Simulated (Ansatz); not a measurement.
# Band gap of GaN (P6_3mc) from density functionals to GW, part 2 of 2

What gap does each level of theory give for GaN (P6_3mc), and in what time?

Ansatz 0.2.0; density functionals, hybrids and G0W0, plane waves, PAW. Known limits of the many-body steps: finite bands, screening cutoff and k mesh; no spin-orbit coupling in G0W0; d shells not analysed.

So far. Step 10 (G0W0@HSE06, 6×6×4 mesh, 136 empty bands, screening to …): Over 15 of 21 irreducible mesh points the G0W0 gap is 3.607 eV, direct, at k = Γ. The HSE06 gap of this run on the mesh is 3.149 eV. The two states that bound the G0W0 gap lie that far apart at the start, so the correction of the gap is 3.607 − 3.149 = +0.458 eV.

The database entry behind the starting cell has ideal inner coordinates that were not refined, so it need not match the best structure at ambient conditions.

In doubt: masses and optical values from hybrid runs of this build are listed as unsure (step 10), which bears on the screening that GW takes from such a start.

### 12. Gap and time by level

Each gap is the least one over the points named; times are wall times on shared hosts, not benchmarks. A G0W0 time includes the run's own self-consistent start. Runs with listed points see these and the mesh alone, so an edge that moves elsewhere is missed. Rows marked * are further runs, not shown as steps, whose inputs differ from the G0W0 step on the same start in the columns given; solver thresholds can differ too.

| level | mesh | files, cutoff | bands summed, screening | points | gap (eV) | valence top | conduction bottom | least direct gap (eV) | time |
| --- | --- | --- | --- | --- | --- | --- | --- | --- | --- |
| LDA | 12×12×4 | soft_1 PAW, 420 eV | - | mesh and listed points | 1.901 | Γ | Γ | 1.901 | 17 s |
| PBE | 12×12×4 | soft_1 PAW, 420 eV | - | mesh and path | 1.891 | Γ | Γ | 1.891 | 19 s |
| PBE+SOC | 12×12×4 | soft_1 PAW, 420 eV | - | mesh and listed points | 1.888 | Γ | Γ | 1.888 | 15 s |
| r2SCAN | 12×12×4 | soft_1 PAW, 500 eV | - | mesh and listed points | 2.306 | Γ | Γ | 2.306 | 15 s |
| HSE06 | 6×6×4 | soft_1 PAW, 420 eV | - | mesh and listed points | 3.149 | Γ | Γ | 3.149 | 35 s |
| PBE0 | 6×6×4 | soft_1 PAW, 420 eV | - | mesh and listed points | 3.840 | Γ | Γ | 3.840 | 26 s |
| DDH-PBE0 | 6×6×4 | soft_1 PAW, 420 eV | - | mesh and listed points | 3.205 | Γ | Γ | 3.205 | 76 s |
| G0W0@PBE* | 6×6×4 | soft_1 PAW, 420 eV | 66, 60 eV | 15 of 21 irreducible mesh points | 2.866 | Γ | Γ | 2.866 | 16 s |
| G0W0@PBE* | 6×6×4 | soft_1 PAW, 420 eV | 154, 120 eV | 15 of 21 irreducible mesh points | 3.012 | Γ | Γ | 3.012 | 19 s |
| G0W0@PBE | 6×6×4 | soft_1 PAW, 420 eV | 311, 200 eV | 15 of 21 irreducible mesh points | 3.048 | Γ | Γ | 3.048 | 37 s |
| G0W0@PBE* | 6×6×2 | soft_1 PAW, 420 eV | 154, 120 eV | 11 of 14 irreducible mesh points | 2.976 | Γ | Γ | 2.976 | 17 s |
| G0W0@HSE06 | 6×6×4 | soft_1 PAW, 420 eV | 154, 120 eV | 15 of 21 irreducible mesh points | 3.607 | Γ | Γ | 3.607 | 45 s |
| G0W0@LDA | 6×6×4 | soft_1 PAW, 420 eV | 154, 120 eV | 15 of 21 irreducible mesh points | 3.053 | Γ | Γ | 3.053 | 26 s |

### 13. What came out

| Item | Value |
| --- | --- |
| LDA, over mesh and listed points | 1.901 eV |
| PBE, over mesh and path | 1.891 eV |
| PBE+SOC, over mesh and listed points | 1.888 eV |
| r2SCAN, over mesh and listed points | 2.306 eV |
| HSE06, over mesh and listed points | 3.149 eV |
| PBE0, over mesh and listed points | 3.840 eV |
| DDH-PBE0, over mesh and listed points | 3.205 eV |
| G0W0@PBE (311 bands, 6×6×4), over 15 of 21 irreducible mesh points | 3.048 eV |
| G0W0@HSE06, over 15 of 21 irreducible mesh points | 3.607 eV |
| G0W0@LDA, over 15 of 21 irreducible mesh points | 3.053 eV |
| known limits | finite bands, screening cutoff and k mesh; no spin-orbit coupling in G0W0; d shells not analysed |

**Reading.** The rows run from 1.888 eV (PBE+SOC) to 3.840 eV (PBE0). They differ in mesh, plane-wave cutoff, bands and screening cutoff of G0W0 and the points over which the gap was sought as well as in level, so only pairs that share these are like for like. PBE against LDA: 1.891 − 1.901 = −0.010 eV, with the same mesh, files and cutoff, and both edges at the same k points. PBE+SOC against PBE: 1.888 − 1.891 = −0.003 eV, with the same mesh, set of files (read in its fully relativistic form for the spin-orbit run) and cutoff, and both edges at the same k points. The spin-orbit run sees mesh and listed points alone, so its gap is an upper bound: the coupling can move an edge off these points, the more so as this crystal has no centre of inversion, and the change over the zone, its sign included where it is small, is not known. PBE0 against HSE06: 3.840 − 3.149 = +0.691 eV, with the same mesh, files and cutoff, and both edges at the same k points. DDH-PBE0 against PBE0: 3.205 − 3.840 = −0.635 eV, with the same mesh, files and cutoff, and both edges at the same k points. G0W0@HSE06 against G0W0@PBE with 154 bands: 3.607 − 3.012 = +0.595 eV, with the same mesh, files and cutoffs, and both edges at the same k points. G0W0@LDA against G0W0@HSE06 with 154 bands: 3.053 − 3.607 = −0.554 eV, with the same mesh, files and cutoffs, and both edges at the same k points. The dielectric-dependent hybrid took 0.171 of exact exchange, against 0.25 in PBE0. G0W0@PBE (311 bands, 6×6×4) moves the gap of its own start on the mesh by 3.048 − 1.890 = +1.158 eV, between the same two levels. Both edges that PBE shows over mesh and path lie at k points where levels were corrected. Levels at other points were not corrected, so a lower G0W0 gap elsewhere in the zone is not ruled out. G0W0@HSE06 moves the gap of its own start on the mesh by 3.607 − 3.149 = +0.458 eV, between the same two levels. Both edges that HSE06 shows over mesh and listed points lie at k points where levels were corrected. Levels at other points were not corrected, so a lower G0W0 gap elsewhere in the zone is not ruled out. G0W0@LDA moves the gap of its own start on the mesh by 3.053 − 1.899 = +1.154 eV, between the same two levels. Both edges that LDA shows over mesh and listed points lie at k points where levels were corrected. Levels at other points were not corrected, so a lower G0W0 gap elsewhere in the zone is not ruled out. What spin-orbit coupling does to the G0W0 levels was not computed, so no sum with the G0W0 gap is formed. For G0W0@PBE: from 66 bands and 60 eV to 311 bands and 200 eV the gap moves by 3.048 − 2.866 = +0.182 eV (rung by rung 2.866, 3.012, 3.048 eV); bands and screening cutoff rise together, so their parts are not told apart. A line in one over the bands through the two highest rungs gives 3.048 + (3.048 − 3.012) × 154 / (311 − 154) = 3.083 eV, and through the pair below 3.012 + (3.012 − 2.866) × 66 / (154 − 66) = 3.122 eV. The two differ by 0.039 eV, not under the 0.030 eV asked, so the law does not hold well over these rungs and the limit is not known. The other G0W0 rows are shown at one basis each (154 bands), so their distance from the limit is not known here. With the 6×6×2 mesh in place of the 6×6×4 mesh and all else as in the G0W0@PBE row with 154 bands, the gap differs by 2.976 − 3.012 = −0.036 eV, and that of the start by 1.891 − 1.890 = +0.001 eV. For G0W0@LDA: the program's warnings for this run: pseudo functional mismatch. The G0W0 runs are scalar-relativistic. One-shot GW is known to converge slowly in bands for compounds with shallow d shells. The cell holds Ga; the filling of the d shell and its place against the gap were not analysed here. G0W0@PBE runs of this series with other atomic data on the same mesh, not shown as steps, give 3.018 eV (hard PAW, 1020 eV, 162 bands, screening to 120 eV; the table's row with the same empty bands and screening cutoff has 3.012 eV); where bands and cutoffs differ too, the part of the files is not isolated.

[Runs of the session that timed out or met a known fault of the program may be left out.]

[Cells called generated may have been cut or substituted from an entry of the Crystallography Open Database or the Materials Project.]

[Hosts, paths, dates, database ids (printed as entryN), source tags and the programs' standing remarks are cut or masked in the printed files.]

[Where an RPA ε∞ is given, it is that of the G0W0 mesh and is not shown converged in it. Names of k-points follow the symmetry that the program found, which can be lower than the space group named. Band edges on a path are those of the sampled points; other points can move an edge, and change direct to indirect where valleys lie close.]

[Hybrid gaps are those of their k-mesh and are not shown converged in it.]
